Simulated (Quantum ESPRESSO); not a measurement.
# Ti(0001), 5 layers against a metal electrode: a series in the charge of the slab, part 3 of 4

What law, if any, do the results for Ti(0001), 5 layers against a metal electrode follow against the charge of the slab?

Quantum ESPRESSO 7.5; plane-wave DFT, PBE, GBRV ultrasoft pseudopotentials.

So far. Step 2 (Variable-cell relaxation of the reference):  The last row is no step: it is a fresh SCF in the final cell with a new plane-wave basis, +0 meV from the row before. Step 3 (Relaxing the ions of the reference): The relaxation lowers the energy by 19 meV an atom. On the free atoms the largest force ends at 0.020 eV/Å.

### 4. SCF with pw.x, 0 ×10¹³ e/cm²

A run under open boundaries on these atoms gives the vacuum levels.

The input, m2.esm.in:

```
&control
  prefix = 'm2.esm'
  outdir = './out'
  pseudo_dir = './pseudo'
  calculation = 'scf'
  tprnfor = .true.
/
&system
  ibrav = 0
  nat = 5
  ntyp = 1
  ecutwfc = 40
  ecutrho = 200
  occupations = 'smearing'
  smearing = 'mv'
  degauss = 0.02
  assume_isolated = 'esm'
  esm_bc = 'bc3'
  tot_charge = 0.0
/
&electrons
  conv_thr = 1e-08
  mixing_beta = 0.25
  electron_maxstep = 160
  mixing_mode = 'local-TF'
  mixing_ndim = 12
/
ATOMIC_SPECIES
  Ti  47.8670  ti_pbe_v1.4.uspp.F.UPF
CELL_PARAMETERS angstrom
  2.93894489800000 0.00000000000000 0.00000000000000
  1.46947244900000 2.54520094199067 0.00000000000000
  0.00000000000000 0.00000000000000 24.16851833750476
ATOMIC_POSITIONS crystal
  Ti  0.000000000000 0.000000000000 -0.125845472496
  Ti  0.666666666700 0.666666666700 -0.036355966996
  Ti  0.000000000000 0.000000000000 0.062064210104
  Ti  0.666666666700 0.666666666700 0.160484387204
  Ti  0.000000000000 0.000000000000 0.249973892704
K_POINTS automatic
  12 12 1 0 0 0
```

Command:

```sh
$ OMP_NUM_THREADS=1 mpirun -n 4 pw.x -nk 4 -in m2.esm.in > m2.esm.out
```

The program printed:

```text
[banner, memory and clock lines left out]
Program PWSCF v.7.5 starts
[citation notice left out]

[...]
Message from routine setup:
[...]
bravais-lattice index     =            0
     lattice parameter (alat)  =       5.5538  a.u.
     unit-cell volume          =    1220.0009 (a.u.)^3
     number of atoms/cell      =            5
     number of atomic types    =            1
     number of electrons       =        60.00
     number of Kohn-Sham states=           36
     kinetic-energy cutoff     =      40.0000  Ry
     charge density cutoff     =     200.0000  Ry
     scf convergence threshold =      1.0E-08
     mixing beta               =       0.2500
     number of iterations used =           12  local-TF  mixing
     Exchange-correlation=  SLA  PW   PBX  PBC
                           (   1   4   3   4   0   0   0)

     Effective Screening Medium Method
     Boundary Conditions: Vacuum-Slab-Metal
     total charge in unit cell        =   0.0000
     grid points for fit at edges     =        4

[...]
PseudoPot. # 1 for Ti read from file:
     ./pseudo/ti_pbe_v1.4.uspp.F.UPF
     Pseudo is Ultrasoft + core correction, Zval = 12.0
     Generated by new atomic code, or converted to UPF format
     Using radial grid of  851 points,  6 beta functions with:
                l(1) =   0
                l(2) =   0
                l(3) =   1
                l(4) =   1
                l(5) =   2
                l(6) =   2
     Q(r) pseudized with  6 coefficients,  rinner =    1.000   1.000   1.000
                                                       1.000   1.000

     atomic species   valence    mass     pseudopotential
     Ti               12.00    47.86700     Ti( 1.00)

      6 Sym. Ops. (no inversion) found

[...]
number of k points=    19  Marzari-Vanderbilt smearing, width (Ry)=  0.0200
[...]
Dense  grid:    58381 G-vectors     FFT dimensions: (  25,  25, 216)

     Smooth grid:    41787 G-vectors     FFT dimensions: (  24,  24, 192)

     Check: negative core charge=   -0.000004

     Initial potential from superposition of free atoms

     starting charge      54.9998, renormalised to      60.0000

     negative rho (up, down):  1.213E-02 0.000E+00
     Starting wfcs are   50 randomized atomic wfcs

     per-process dynamical memory:    54.8 Mb

     Self-consistent Calculation

     iteration #  1     ecut=    40.00 Ry     beta= 0.25
     Davidson diagonalization with overlap
     ethr =  1.00E-02,  avg # of iterations =  6.6

     negative rho (up, down):  1.097E-02 0.000E+00

     total energy              =    -596.37964896 Ry
     estimated scf accuracy    <       2.23768047 Ry

     iteration #  2     ecut=    40.00 Ry     beta= 0.25
[...]
negative rho (up, down):  8.411E-03 0.000E+00

[...]
total energy              =    -595.57055426 Ry
     estimated scf accuracy    <       1.64172268 Ry

     iteration #  3     ecut=    40.00 Ry     beta= 0.25
[...]
negative rho (up, down):  9.205E-03 0.000E+00

[...]
total energy              =    -596.04984987 Ry
     estimated scf accuracy    <       0.27615073 Ry

     iteration #  4     ecut=    40.00 Ry     beta= 0.25
[...]
c_bands:  1 eigenvalues not converged
     c_bands:  4 eigenvalues not converged
[...]
negative rho (up, down):  9.645E-03 0.000E+00

[...]
total energy              =    -596.20465607 Ry
     estimated scf accuracy    <       0.57038549 Ry

     iteration #  5     ecut=    40.00 Ry     beta= 0.25
[...]
negative rho (up, down):  9.756E-03 0.000E+00

[...]
total energy              =    -596.20149912 Ry
     estimated scf accuracy    <       0.45614321 Ry

     iteration #  6     ecut=    40.00 Ry     beta= 0.25
[...]
negative rho (up, down):  8.940E-03 0.000E+00

[...]
total energy              =    -596.02377924 Ry
     estimated scf accuracy    <       0.43097837 Ry

[...]
iteration # 32     ecut=    40.00 Ry     beta= 0.25
[...]
c_bands:  1 eigenvalues not converged
     c_bands:  1 eigenvalues not converged
[...]
negative rho (up, down):  7.086E-03 0.000E+00

[...]
total energy              =    -596.12076448 Ry
     estimated scf accuracy    <       0.00000036 Ry

     iteration # 33     ecut=    40.00 Ry     beta= 0.25
[...]
negative rho (up, down):  7.080E-03 0.000E+00

[...]
total energy              =    -596.12077324 Ry
     estimated scf accuracy    <       0.00000007 Ry

     iteration # 34     ecut=    40.00 Ry     beta= 0.25
[...]
negative rho (up, down):  7.080E-03 0.000E+00

[...]
total energy              =    -596.12077166 Ry
     estimated scf accuracy    <       0.00000005 Ry

     iteration # 35     ecut=    40.00 Ry     beta= 0.25
[...]
c_bands:  2 eigenvalues not converged
     c_bands:  1 eigenvalues not converged
[...]
negative rho (up, down):  7.079E-03 0.000E+00

[...]
End of self-consistent calculation

          k = 0.0000 0.0000 0.0000 (  5263 PWs)   bands (ev):

   -61.2972 -61.2962 -61.1734 -61.0851 -61.0677 -37.8318 -37.7822 -37.5427
   -37.2644 -37.2644 -37.2640 -37.2640 -37.2425 -37.1381 -37.1381 -37.1324
   -37.0828 -37.0828 -37.0678 -37.0678 -10.3273  -9.6588  -8.6375  -7.7247
    -7.1997  -4.7013  -4.5519  -4.0190  -4.0166  -3.8131  -3.8085  -3.7656
    -3.7637  -3.7192  -3.7167  -3.5852

          k = 0.0000 0.0962 0.0000 (  5275 PWs)   bands (ev):

   -61.2913 -61.2905 -61.1680 -61.0813 -61.0645 -37.8194 -37.7742 -37.5445
   -37.3174 -37.2992 -37.2730 -37.2725 -37.2335 -37.1614 -37.1465 -37.1342
   -37.1061 -37.0941 -37.0888 -37.0726 -10.1360  -9.4733  -8.4614  -7.5542
    -7.0388  -4.8021  -4.5601  -4.2647  -4.1797  -3.8914  -3.8713  -3.7673
    -3.6984  -3.6789  -3.5847  -3.5368

[...]
the Fermi energy is    -4.4370 ev

!    total energy              =    -596.12076231 Ry
     estimated scf accuracy    <          5.9E-09 Ry
     smearing contrib. (-TS)   =      -0.00073609 Ry
     internal energy E=F+TS    =    -596.12002622 Ry

     The total energy is F=E-TS. E is the sum of the following terms:
     one-electron contribution =  -55885.30340539 Ry
     hartree contribution      =   27923.35647541 Ry
     xc contribution           =     -90.10522839 Ry
     ewald contribution        =   27455.93213215 Ry

     convergence has been achieved in  35 iterations

     negative rho (up, down):  7.079E-03 0.000E+00

     Forces acting on atoms (cartesian axes, Ry/au):

     atom    1 type  1   force =     0.00000000    0.00000000   -0.00039044
     atom    2 type  1   force =     0.00000000    0.00000000    0.00073830
     atom    3 type  1   force =     0.00000000    0.00000000   -0.00004388
     atom    4 type  1   force =     0.00000000    0.00000000   -0.00093329
     atom    5 type  1   force =    -0.00000000   -0.00000000    0.00017474

     Total force =     0.001265     Total SCF correction =     0.000403
     SCF correction compared to forces is large: reduce conv_thr to get better values

[...]
```

The job ended after 73 s (4 MPI ranks of Intel Xeon Platinum 8488C (Sapphire Rapids), shared host; peak memory 0.55 GiB).

This step gave:

* Fermi energy: -4.437 eV
* vacuum line at the lower end of the cell, over the Fermi level: 4.434 eV
* slope of the potential above: 8.48e-4 eV/Å
* vacuum line at the upper end of the cell, over the Fermi level: 4.437 eV

Electrostatic potential energy of an electron; zero at the Fermi level. Table of potential energy, planar mean by z:

```csv
z (Å),"potential energy, planar mean (eV)"
-12.0,4.43
-11.5,4.43
-11.0,4.43
-10.5,4.43
-10.0,4.43
-9.5,4.43
-9.0,4.43
-8.5,4.43
-8.0,4.43
-7.5,4.43
-7.0,4.42
-6.5,4.40
-6.0,4.35
-5.5,4.18
-5.0,3.68
-4.5,2.30
-4.0,-1.31
-3.5,-11.6
-3.0,-19.5
-2.5,-8.88
-2.0,-1.46
-1.5,-6.73
-1.0,-18.8
-0.5,-13.3
0.0,-1.91
0.5,-0.870
1.0,-9.81
1.5,-19.3
2.0,-9.79
2.5,-0.859
3.0,-1.97
3.5,-13.3
4.0,-18.7
4.5,-6.83
5.0,-1.48
5.5,-8.88
6.0,-19.5
6.5,-11.6
7.0,-1.30
7.5,2.31
8.0,3.69
8.5,4.18
9.0,4.35
9.5,4.41
10.0,4.43
10.5,4.43
11.0,4.44
11.5,4.44
```

Inside the slab this potential holds the local part of the pseudopotentials, which can be repulsive at the nuclei; only its value in the vacuum has a meaning of its own.

### 5. Ground state, 1 ×10¹³ e/cm²

m3.esm.in, as its differences from the input of step 4:

```diff
@@ -1,3 +1,3 @@
 &control
-  prefix = 'm2.esm'
+  prefix = 'm3.esm'
   outdir = './out'
@@ -18,3 +18,3 @@
   esm_bc = 'bc3'
-  tot_charge = 0.0
+  tot_charge = 0.00754
 /
@@ -26,2 +26,3 @@
   mixing_ndim = 12
+  startingpot = 'file'
 /
```

Command:

```sh
$ cp -r out/m2.esm.save out/m3.esm.save
$ OMP_NUM_THREADS=1 mpirun -n 4 pw.x -nk 4 -in m3.esm.in > m3.esm.out
```

The program printed:

```text
[banner, memory and clock lines left out]
Program PWSCF v.7.5 starts
[...]
Message from routine setup:
[...]
number of electrons       =        59.99
     number of Kohn-Sham states=           36
     kinetic-energy cutoff     =      40.0000  Ry
     charge density cutoff     =     200.0000  Ry
[...]
number of k points=    19  Marzari-Vanderbilt smearing, width (Ry)=  0.0200
[...]
Dense  grid:    58381 G-vectors     FFT dimensions: (  25,  25, 216)
[...]
The initial density is read from file :
[...]
negative rho (up, down):  7.078E-03 0.000E+00
     Starting wfcs are   50 randomized atomic wfcs
[...]
negative rho (up, down):  6.850E-03 0.000E+00
[...]
estimated scf accuracy    <       5.28965535 Ry
[...]
negative rho (up, down):  6.540E-03 0.000E+00
[...]
estimated scf accuracy    <       0.16626727 Ry
[...]
negative rho (up, down):  6.287E-03 0.000E+00
[...]
estimated scf accuracy    <       0.03690028 Ry
[...]
negative rho (up, down):  6.288E-03 0.000E+00
[...]
estimated scf accuracy    <       0.15365295 Ry
[...]
negative rho (up, down):  5.990E-03 0.000E+00
[...]
estimated scf accuracy    <       0.01948126 Ry
[...]
negative rho (up, down):  5.920E-03 0.000E+00
[...]
estimated scf accuracy    <       0.00704363 Ry
[...]
negative rho (up, down):  6.080E-03 0.000E+00
[...]
estimated scf accuracy    <       0.00938681 Ry
[...]
negative rho (up, down):  6.195E-03 0.000E+00
[...]
estimated scf accuracy    <       0.06121173 Ry
[...]
negative rho (up, down):  6.250E-03 0.000E+00
[...]
estimated scf accuracy    <       0.00807850 Ry
[...]
negative rho (up, down):  6.379E-03 0.000E+00
[...]
estimated scf accuracy    <       0.00848234 Ry
[...]
negative rho (up, down):  6.442E-03 0.000E+00
[...]
estimated scf accuracy    <       0.00263945 Ry
[...]
negative rho (up, down):  6.456E-03 0.000E+00
[...]
estimated scf accuracy    <       0.00277075 Ry
[...]
negative rho (up, down):  7.109E-03 0.000E+00
[...]
estimated scf accuracy    <       0.00000043 Ry
[...]
negative rho (up, down):  7.123E-03 0.000E+00
[...]
estimated scf accuracy    <       0.00000226 Ry
[...]
negative rho (up, down):  7.132E-03 0.000E+00
[...]
estimated scf accuracy    <       0.00000100 Ry
[...]
negative rho (up, down):  7.134E-03 0.000E+00
[...]
estimated scf accuracy    <       0.00000003 Ry
[...]
negative rho (up, down):  7.133E-03 0.000E+00
[...]
estimated scf accuracy    <       0.00000043 Ry
[...]
negative rho (up, down):  7.128E-03 0.000E+00
[...]
estimated scf accuracy    <       0.00000009 Ry
[...]
negative rho (up, down):  7.127E-03 0.000E+00
[...]
estimated scf accuracy    <       0.00000001 Ry
[...]
negative rho (up, down):  7.129E-03 0.000E+00
[...]
estimated scf accuracy    <       0.00000007 Ry
[...]
negative rho (up, down):  7.132E-03 0.000E+00
[...]
estimated scf accuracy    <       0.00000002 Ry
[...]
negative rho (up, down):  7.135E-03 0.000E+00
[...]
the Fermi energy is    -5.1263 ev
!    total energy              =    -596.11793177 Ry
     estimated scf accuracy    <          8.5E-09 Ry
     smearing contrib. (-TS)   =      -0.00080076 Ry
     internal energy E=F+TS    =    -596.11713102 Ry
[...]
one-electron contribution =  -55882.27292825 Ry
     hartree contribution      =   27920.32724237 Ry
     xc contribution           =     -90.10357728 Ry
     ewald contribution        =   27455.93213215 Ry
     convergence has been achieved in  50 iterations
     negative rho (up, down):  7.135E-03 0.000E+00
[...]
Total force =     0.001163     Total SCF correction =     0.000392
[...]
```

It took 1.8 min on 4 MPI ranks; peak memory 0.46 GiB; 7 min of CPU time.

Numbers from this step:

| Item | Value |
| --- | --- |
| Fermi energy | -5.126 eV |
| vacuum line at the lower end of the cell, over the Fermi level | 4.436 eV |
| slope of the potential above | 0.1837 eV/Å |
| vacuum line at the upper end of the cell, over the Fermi level | 5.127 eV |

Inside the slab this potential holds the local part of the pseudopotentials, which can be repulsive at the nuclei; only its value in the vacuum has a meaning of its own.

### 6. Self-consistent run, -1.5 ×10¹³ e/cm²

m1.esm.in, as its differences from the input of step 5:

```diff
@@ -1,3 +1,3 @@
 &control
-  prefix = 'm3.esm'
+  prefix = 'm1.esm'
   outdir = './out'
@@ -18,3 +18,3 @@
   esm_bc = 'bc3'
-  tot_charge = 0.00754
+  tot_charge = -0.0113
 /
```

Command:

```sh
$ cp -r out/m2.esm.save out/m1.esm.save
$ OMP_NUM_THREADS=1 mpirun -n 4 pw.x -nk 4 -in m1.esm.in > m1.esm.out
```

The program printed:

```text
[banner, memory and clock lines left out]
Program PWSCF v.7.5 starts
[...]
Message from routine setup:
[...]
number of electrons       =        60.01
     number of Kohn-Sham states=           36
     kinetic-energy cutoff     =      40.0000  Ry
     charge density cutoff     =     200.0000  Ry
[...]
number of k points=    19  Marzari-Vanderbilt smearing, width (Ry)=  0.0200
[...]
Dense  grid:    58381 G-vectors     FFT dimensions: (  25,  25, 216)
[...]
The initial density is read from file :
[...]
negative rho (up, down):  7.081E-03 0.000E+00
     Starting wfcs are   50 randomized atomic wfcs
[...]
negative rho (up, down):  7.806E-03 0.000E+00
[...]
estimated scf accuracy    <      10.86809677 Ry
[...]
negative rho (up, down):  8.331E-03 0.000E+00
[...]
estimated scf accuracy    <       0.02120110 Ry
[...]
negative rho (up, down):  8.394E-03 0.000E+00
[...]
estimated scf accuracy    <       0.14032797 Ry
[...]
negative rho (up, down):  9.182E-03 0.000E+00
[...]
estimated scf accuracy    <       0.09646722 Ry
[...]
negative rho (up, down):  8.972E-03 0.000E+00
[...]
estimated scf accuracy    <       0.04023179 Ry
[...]
negative rho (up, down):  9.493E-03 0.000E+00
[...]
estimated scf accuracy    <       0.07570200 Ry
[...]
negative rho (up, down):  9.537E-03 0.000E+00
[...]
estimated scf accuracy    <       0.00514550 Ry
[...]
negative rho (up, down):  9.566E-03 0.000E+00
[...]
estimated scf accuracy    <       0.01007764 Ry
[...]
negative rho (up, down):  9.203E-03 0.000E+00
[...]
estimated scf accuracy    <       0.01160869 Ry
[...]
negative rho (up, down):  9.079E-03 0.000E+00
[...]
estimated scf accuracy    <       0.01127563 Ry
[...]
negative rho (up, down):  8.630E-03 0.000E+00
[...]
estimated scf accuracy    <       0.01215061 Ry
[...]
negative rho (up, down):  8.361E-03 0.000E+00
[...]
estimated scf accuracy    <       0.01446661 Ry
[...]
negative rho (up, down):  7.000E-03 0.000E+00
[...]
estimated scf accuracy    <       0.00000455 Ry
[...]
negative rho (up, down):  6.998E-03 0.000E+00
[...]
estimated scf accuracy    <       0.00000024 Ry
[...]
negative rho (up, down):  6.989E-03 0.000E+00
[...]
estimated scf accuracy    <       0.00000027 Ry
[...]
negative rho (up, down):  6.985E-03 0.000E+00
[...]
estimated scf accuracy    <       0.00000004 Ry
[...]
negative rho (up, down):  6.988E-03 0.000E+00
[...]
estimated scf accuracy    <       0.00000009 Ry
[...]
negative rho (up, down):  6.983E-03 0.000E+00
[...]
estimated scf accuracy    <       0.00000002 Ry
[...]
negative rho (up, down):  6.983E-03 0.000E+00
[...]
estimated scf accuracy    <       0.00000002 Ry
[...]
negative rho (up, down):  6.982E-03 0.000E+00
[...]
estimated scf accuracy    <       0.00000002 Ry
[...]
negative rho (up, down):  6.982E-03 0.000E+00
[...]
estimated scf accuracy    <       0.00000001 Ry
[...]
negative rho (up, down):  6.981E-03 0.000E+00
[...]
the Fermi energy is    -3.4291 ev
!    total energy              =    -596.12449144 Ry
     estimated scf accuracy    <          7.5E-09 Ry
     smearing contrib. (-TS)   =      -0.00063585 Ry
     internal energy E=F+TS    =    -596.12385559 Ry
[...]
one-electron contribution =  -55889.77017602 Ry
     hartree contribution      =   27927.82209227 Ry
     xc contribution           =     -90.10790399 Ry
     ewald contribution        =   27455.93213215 Ry
     convergence has been achieved in  58 iterations
     negative rho (up, down):  6.981E-03 0.000E+00
[...]
Total force =     0.001445     Total SCF correction =     0.000248
[...]
```

The job ended after 2 min (4 MPI ranks; peak memory 0.57 GiB; 7.9 min of CPU time).

This step gave:

- Fermi energy: -3.429 eV
- vacuum line at the lower end of the cell, over the Fermi level: 4.444 eV
- slope of the potential above: -0.2729 eV/Å
- vacuum line at the upper end of the cell, over the Fermi level: 3.429 eV

Inside the slab this potential holds the local part of the pseudopotentials, which can be repulsive at the nuclei; only its value in the vacuum has a meaning of its own.

(Part 3 of 4 ends here.)

[Logs are printed without paths, hosts, clocks, repeated set-up lines and the standing remarks that a program may print on its own settings, such as how far it seeks lower states.]

[Hosts, paths, dates, database ids (printed as entryN), source tags and the programs' standing remarks are cut or masked in the printed files.]

[Maps of the electrostatic potential energy from Ansatz leave out the sawtooth potential of an applied field or a dipole correction, so their vacuum need not be flat; planar profiles and work functions include it.]
